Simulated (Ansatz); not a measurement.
## How Fe(110) screens a field

Wanted: the response of a Fe(110) slab to a perpendicular field.

Calculated with Ansatz 0.2.0; plane-wave DFT, r2SCAN, Ansatz PAW.

Report form: inputs, costs, results and the conclusion, without the logs.

## (1) Starting point

The cell holds 5 atoms: 5 Fe. Cell: a = 2.485 Å, b = 2.485 Å, c = 26.118 Å, α = 90.0°, β = 90.0°, γ = 70.5°. Vacuum lies along c.

## (2) Atoms held, field 0

A sawtooth potential applies the field, turning back in the middle of the vacuum. With the dipole correction the typed value is the field outside the slab. The induced dipole is small, so the SCF threshold is tight.

input.yaml reads:

```yaml
crystal:
  lattice:
    - [2.029396462, -1.435, 0.0]
    - [2.029396462, 1.435, 0.0]
    - [0.0, 0.0, 26.117585848]
  atoms:
    - { symbol: Fe, position: [0.0, 0.0, 0.3445954022], spin: 2.5 }
    - { symbol: Fe, position: [0.5, 0.5, 0.4222977011], spin: 2.5 }
    - { symbol: Fe, position: [0.0, 0.0, 0.5], spin: 2.5 }
    - { symbol: Fe, position: [0.5, 0.5, 0.5777022989], spin: 2.5 }
    - { symbol: Fe, position: [0.0, 0.0, 0.6554045978], spin: 2.5 }
magnetization:
  spin_polarized: true
kpoints:
  mp_grid: { grid: [22, 22, 1] }
hamiltonian:
  xc: r2scan
scf:
  occupations: { method: fermi_dirac, width: 0.1 }
  convergence: { dr2_threshold: 1.0e-10 }
efield:
  axis: 3
  dipole_correction: true
  ramp_position: 0.97
  ramp_width: 0.06
  amplitude: 0
output:
  forces: true
  write_potential: true
  write_density: true
  volumetric_format: npy
```

Launch:

```console
> ansatz run input.yaml --threads 4 --pin off --max-ram 12288MiB --backend cpu --events-out ev --progress --plain --runs-dir out
```

It took 6.2 min on 4 threads of Arm Neoverse V1, shared host; peak memory 2.1 GiB; 24 min of CPU time.

This step gave:

| Item | Value |
| --- | --- |
| energy at zero smearing | -22427.6214 eV |
| total moment | 13.73 μB |
| site moments | 2.967, 2.800, 2.805, 2.800, 2.967 μB |
| work function, upper face | 4.852 eV |
| dipole along the normal | -8.37e-6 e·Å |

Running mean over 2.029 Å of the planar mean; the ramp of the sawtooth is left out. Table of electron's electrostatic potential energy less the Fermi level by z:

```csv
z (Å),electron's electrostatic potential energy less the Fermi level (eV)
3,4.85
4,4.85
5,4.85
6,4.78
7,3.96
8,-3.23
9,-9.50
10,-9.53
11,-9.49
12,-9.45
13,-9.44
14,-9.45
15,-9.48
16,-9.53
17,-9.58
18,-4.49
19,3.66
20,4.75
21,4.84
22,4.85
23,4.85
```

Site moment by atom:

```csv
atom,site moment (μB)
Fe1,2.97
Fe2,2.80
Fe3,2.80
Fe4,2.80
Fe5,2.97
```

Force by atom:

```csv
atom,x (eV/Å),y (eV/Å),z (eV/Å),size
Fe1,0.000,0.000,0.173,0.173
Fe2,0.000,0.000,-0.126,0.126
Fe3,0.000,0.000,0.000,0.000
Fe4,0.000,0.000,0.126,0.126
Fe5,0.000,0.000,-0.173,0.173
```

The work function of the upper face is 4.85 eV.

## (3) Single point, field 0.05 V/Å

Changes to input.yaml since step 2:

```diff
@@ -25,3 +25,3 @@
   ramp_width: 0.06
-  amplitude: 0
+  amplitude: 0.05
 output:
```

Wall time 6.1 min (4 threads); peak memory 2.1 GiB; 24 min of CPU time.

The dipole is 0.0195 e·Å.

## (4) Atoms held, field -0.05 V/Å

Changes to input.yaml since step 3:

```diff
@@ -25,3 +25,3 @@
   ramp_width: 0.06
-  amplitude: 0.05
+  amplitude: -0.05
 output:
```

Run time: 6.2 min. Hardware: 4 threads; peak memory 2.1 GiB; 25 min of CPU time.

The dipole is -0.0196 e·Å.

## (5) Atoms held, field 0.1 V/Å

Changes to input.yaml since step 4:

```diff
@@ -25,3 +25,3 @@
   ramp_width: 0.06
-  amplitude: -0.05
+  amplitude: 0.1
 output:
```

Elapsed: 6.3 min, on 4 threads; peak memory 2.1 GiB; 25 min of CPU time.

The dipole is 0.0391 e·Å.

## (6) Single point, field -0.1 V/Å

Changes to input.yaml since step 5:

```diff
@@ -25,3 +25,3 @@
   ramp_width: 0.06
-  amplitude: 0.1
+  amplitude: -0.1
 output:
```

It took 6 min on 4 threads; peak memory 2.1 GiB; 24 min of CPU time.

The dipole is -0.0391 e·Å.

## (7) Single point, field 0.2 V/Å

Changes to input.yaml since step 6:

```diff
@@ -25,3 +25,3 @@
   ramp_width: 0.06
-  amplitude: -0.1
+  amplitude: 0.2
 output:
```

Run time: 6.6 min. Hardware: 4 threads; peak memory 2.1 GiB; 26 min of CPU time.

The dipole is 0.0782 e·Å.

## (8) Atoms held, field -0.2 V/Å

Changes to input.yaml since step 7:

```diff
@@ -25,3 +25,3 @@
   ramp_width: 0.06
-  amplitude: 0.2
+  amplitude: -0.2
 output:
```

Wall time 6.3 min (4 threads); peak memory 2.1 GiB.

The dipole is -0.0782 e·Å.

## (9) Single point, field 0.4 V/Å

Changes to input.yaml since step 8:

```diff
@@ -25,3 +25,3 @@
   ramp_width: 0.06
-  amplitude: -0.2
+  amplitude: 0.4
 output:
@@ -31 +31,2 @@
   volumetric_format: npy
+  elf: true
```

Elapsed: 6.4 min, on 4 threads; peak memory 2.1 GiB.

Running mean over 2.029 Å of the planar mean, with the applied field; the ramp of the sawtooth is left out. The electron's electrostatic potential energy less the Fermi level by z:

```csv
z (Å),electron's electrostatic potential energy less the Fermi level (eV)
3,3.28
4,3.68
5,4.07
6,4.37
7,3.85
8,-3.22
9,-9.49
10,-9.53
11,-9.49
12,-9.45
13,-9.44
14,-9.45
15,-9.48
16,-9.53
17,-9.59
18,-4.51
19,3.76
20,5.15
21,5.62
22,6.02
23,6.42
```

The dipole is 0.156 e·Å.

## (10) The response

This step: plane-wave DFT, r2SCAN, Ansatz PAW; screening of a field by a metal slab (Ansatz 0.2.0).

The dipoles give the slope, and the difference of two potentials shows where the field is screened.

This step gave:

```yaml
equivalent_conductor_thickness_p_eps_0ae: 12.14 Å
distance_between_the_outer_atoms: 8.118 Å
inner_field_over_outer_field: 9.70e-4
image_plane_upper_face: 2.003 Å
induced_electrons_on_the_upper_face_over_eps_0e: -1.001
image_plane_lower_face: 2.002 Å
induced_electrons_on_the_lower_face_over_eps_0e: 1.001
```

Dipole of the cell against applied field:

```csv
applied field (V/Å),dipole of the cell (e·Å)
-0.200,-0.0782
-0.100,-0.0391
-0.050,-0.0196
0.000,-8.4e-6
0.050,0.0195
0.100,0.0391
0.200,0.0782
0.400,0.156
```

The total moment stays at 13.7 μB for applied field from -0.2 to 0.4 V/Å.

Local field over the applied field, running mean. From the potentials at -0.05 and 0.05 V/Å; running mean over 2.029 Å. Local field over applied field against z:

```csv
z (Å),local field over applied field
4.5,0.994
5.0,0.984
5.5,0.958
6.0,0.899
6.5,0.776
7.0,0.568
7.5,0.307
8.0,0.0976
8.5,-0.0209
9.0,-0.0543
9.5,-0.0207
10.0,-9.7e-5
10.5,-0.00568
11.0,-0.00636
11.5,-0.00188
12.0,0.00142
12.5,9.4e-4
13.0,4.9e-4
13.5,7.6e-4
14.0,0.00161
14.5,-8.2e-4
15.0,-0.00550
15.5,-0.00677
16.0,-5.7e-4
16.5,-0.0119
17.0,-0.0505
17.5,-0.0365
18.0,0.0621
18.5,0.249
19.0,0.509
19.5,0.735
20.0,0.877
20.5,0.948
21.0,0.979
21.5,0.992
22.0,0.997
```

Electrons, planar mean, per unit field. The induced electron density by z:

```csv
z (Å),induced electron density (e/Å³ per V/Å)
4.5,3.7e-5
5.0,1.0e-4
5.5,2.6e-4
6.0,6.5e-4
6.5,0.00146
7.0,0.00287
7.5,0.00430
8.0,0.00357
8.5,-0.00123
9.0,-0.00128
9.5,5.5e-4
10.0,2.2e-4
10.5,-4.4e-5
11.0,-2.6e-4
11.5,9.5e-6
12.0,8.8e-6
12.5,4.8e-5
13.0,0
13.5,-5.0e-5
14.0,-2.0e-5
14.5,-4.1e-6
15.0,2.2e-4
15.5,8.2e-5
16.0,-1.7e-4
16.5,-5.4e-4
17.0,8.1e-4
17.5,0.00222
18.0,-0.00276
18.5,-0.00445
19.0,-0.00326
19.5,-0.00174
20.0,-7.9e-4
20.5,-3.3e-4
21.0,-1.3e-4
21.5,-4.6e-5
22.0,-1.7e-5
```

By hand: between -0.05 and 0.05 V/Å the dipole changes by 0.03910 e·Å, a slope of 0.3910 e·Å²/V. A perfect conductor of thickness t has p = ε₀AEt, so t = 180.95 × 0.3910 / 5.824 = 12.15 Å (e/ε₀ = 180.95 V·Å, A in Å²). Less the 8.12 Å between the outer atoms, and halved, that puts each image plane 2.01 Å out.

The induced dipole is that of a conductor 12.14 Å thick.

## (11) Varying the input

This step: plane-wave DFT, r2SCAN, Ansatz PAW (Ansatz 0.2.0).

An input spoilt on purpose, to show how the run answers: it repeats the earlier run at 0.05 V/Å with crystal.lattice to [[1.62351717, -1.148, 0.0], [1.62351717, 1.148, 0.0], [0.0, 0.0, 20.89406868]], and scf.max_iter set to 100.

The cell differs from the one that the last finished run ended in (a 2.485 → 1.988 Å, b 2.485 → 1.988 Å, c 26.118 → 20.894 Å).

Changes to input.yaml since step 9:

```diff
@@ -2,5 +2,5 @@
   lattice:
-    - [2.029396462, -1.435, 0.0]
-    - [2.029396462, 1.435, 0.0]
-    - [0.0, 0.0, 26.117585848]
+    - [1.62351717, -1.148, 0.0]
+    - [1.62351717, 1.148, 0.0]
+    - [0.0, 0.0, 20.89406868]
   atoms:
@@ -20,2 +20,3 @@
   convergence: { dr2_threshold: 1.0e-10 }
+  max_iter: 100
 efield:
@@ -25,3 +26,3 @@
   ramp_width: 0.06
-  amplitude: 0.4
+  amplitude: 0.05
 output:
@@ -31,2 +32 @@
   volumetric_format: npy
-  elf: true
```

The job ended after 5.1 min (4 threads; peak memory 1.3 GiB).

```csv
quantity,this run,earlier run,difference
dipole along the normal (e·Å),0.01013,0.01955,-0.0094
total moment (μB),6.460,13.73,-7.3
```

What moves beyond 0.01 in its unit (for the dipole 0.5 % and 5e-5 e·Å): total moment (-7.27 μB) and dipole along the normal (-0.00942 e·Å).

The fault (a lattice far too small) shows in the results, which are not taken further.

## (12) A changed input

Another changed input: it repeats the earlier run at 0.05 V/Å with efield.dipole_correction from true to false.

Changes to input.yaml since step 11:

```diff
@@ -2,5 +2,5 @@
   lattice:
-    - [1.62351717, -1.148, 0.0]
-    - [1.62351717, 1.148, 0.0]
-    - [0.0, 0.0, 20.89406868]
+    - [2.029396462, -1.435, 0.0]
+    - [2.029396462, 1.435, 0.0]
+    - [0.0, 0.0, 26.117585848]
   atoms:
@@ -20,6 +20,5 @@
   convergence: { dr2_threshold: 1.0e-10 }
-  max_iter: 100
 efield:
   axis: 3
-  dipole_correction: true
+  dipole_correction: false
   ramp_position: 0.97
```

Run time: 6.2 min. Hardware: 4 threads; peak memory 2.1 GiB; 25 min of CPU time.

```csv
quantity,this run,earlier run,difference
dipole along the normal (e·Å),0.03653,0.01955,0.017
total moment (μB),13.73,13.73,2.6e-5
```

With the dipole correction off, the periodic images add a field of their own to the typed one.

What moves beyond 0.01 in its unit (for the dipole 0.5 % and 5e-5 e·Å): dipole along the normal (+0.017 e·Å).

These numbers are not those of the isolated slab.

## (13) Outcome

| Property | Result |
| --- | --- |
| work function | 4.85 eV |
| image plane, upper face | 2.00 Å |
| induced electrons on the upper face over ε₀E | -1.00 |
| equivalent conductor thickness p/(ε₀AE) | 12.1 Å |
| inner field over outer field | 9.7e-4 |

What this shows: The induced charge has its centre 2.00 Å outside the outermost atoms; this is the plane from which a capacitor's gap or an image potential counts. The equivalent conductor thickness exceeds the distance between the outer atoms by 4.03 Å, about the sum of the two image-plane distances. In the middle of the slab the field is screened to under 0.5 % of its outer value. The atoms are held at bulk positions with the tabulated experimental lattice constant. The magnetic order is the one reached from the typed start; other orders were not compared.

[Long decimals in the printed logs are rounded to 6 places.]

[Logs are printed without paths, hosts, clocks, repeated set-up lines and the standing remarks that a program may print on its own settings, such as how far it seeks lower states.]

[Hosts, paths, dates, database ids (printed as entryN), source tags and the programs' standing remarks are cut or masked in the printed files.]

[Maps of the electrostatic potential energy from Ansatz leave out the sawtooth potential of an applied field or a dipole correction, so their vacuum need not be flat; planar profiles and work functions include it.]
